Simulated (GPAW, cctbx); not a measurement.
# By hand: from a DFT structure factor to an extinction distance in AlGa3C

AlGa3C, Pm-3m (no. 221), a = 4.3734 Å, b = 4.3734 Å, c = 4.3734 Å, α = 90.00°, β = 90.00°, γ = 90.00°.

```csv
atom,mult.,x,y,z
Ga1,3,1/2,0,1/2
Al1,1,0,0,0
C1,1,1/2,1/2,1/2
```

The start was made by putting kin elements into a known structure type; the compound need not exist, or be stable, in this form.

A DFT run (GPAW, PBE, 550 eV, 4×4×4 k-points, Fermi–Dirac width 0.05 eV) gives the static X-ray structure factor of 010 as 22.348 e for the conventional cell; superposed free atoms give 22.130 e. **Problem.** Find the Fourier component V of the crystal potential and the two-beam extinction distance at 200 kV in both cases.

### 1. Geometry

The cell volume is Ω = 83.65 Å³ and d(010) = 4.3734 Å, so g = 1/d = 0.2287 Å⁻¹.

### 2. The nuclei

Electrons feel nuclei as well as electrons, so the nuclear charges are summed with the same phases.

Phase sums Σ exp(2πi h·x), turned so that the total is real and positive: Ga +1.000, Al -1.000, C +1.000. Then F_Z = 31 × (+1.000) + 13 × (-1.000) + 6 × (+1.000) = 24.00 e. The electron term has the same sign for this reflection.

### 3. Mott–Bethe

Poisson's equation, term by term, gives V = (e/4πε₀)(F_Z − F)/(πΩg²), with e/4πε₀ = 14.3996 V Å.

The prefactor is 14.3996 × 4.3734²/(π × 83.65) = 1.04805 V per electron. Free atoms: (24.00 − 22.130) × 1.04805 = 1.960 V. Crystal: (24.00 − 22.348) × 1.04805 = 1.731 V. F changes by +0.99 % and V by -11.7 %: the same 0.22 e is measured against F_Z − F = 1.9 e in place of F = 22.1 e.

### 4. Extinction distance

In the two-beam case ξ = 1/(λU) with U = 2γm₀eV/h², that is ξ = 150.41 V Å²/(γλV).

At 200 kV, λ = 0.02508 Å and γ = 1.3914. Free atoms: ξ = 2199 Å. Crystal: ξ = 2490 Å. The thickness fringes go as sin²(πt/ξ), so the two patterns slip by a quarter of a period when t|1/ξ₁ − 1/ξ₀| = 1/4, at t ≈ 472 nm. Thermal motion, absorption and many-beam coupling, left out here, change a real pattern.

### 5. Answer

V(010) is 1.73 V against 1.96 V, and ξ is 2490 against 2199 Å. Limits: static atoms, two beams.

[Outputs are excerpts: Python notices, other lines and further rows are left out; steps that failed or that the build refused (PBEsol, TPSS) are not shown.]

[Logs are printed without paths, hosts, clocks, repeated set-up lines and the standing remarks that a program may print on its own settings, such as how far it seeks lower states.]
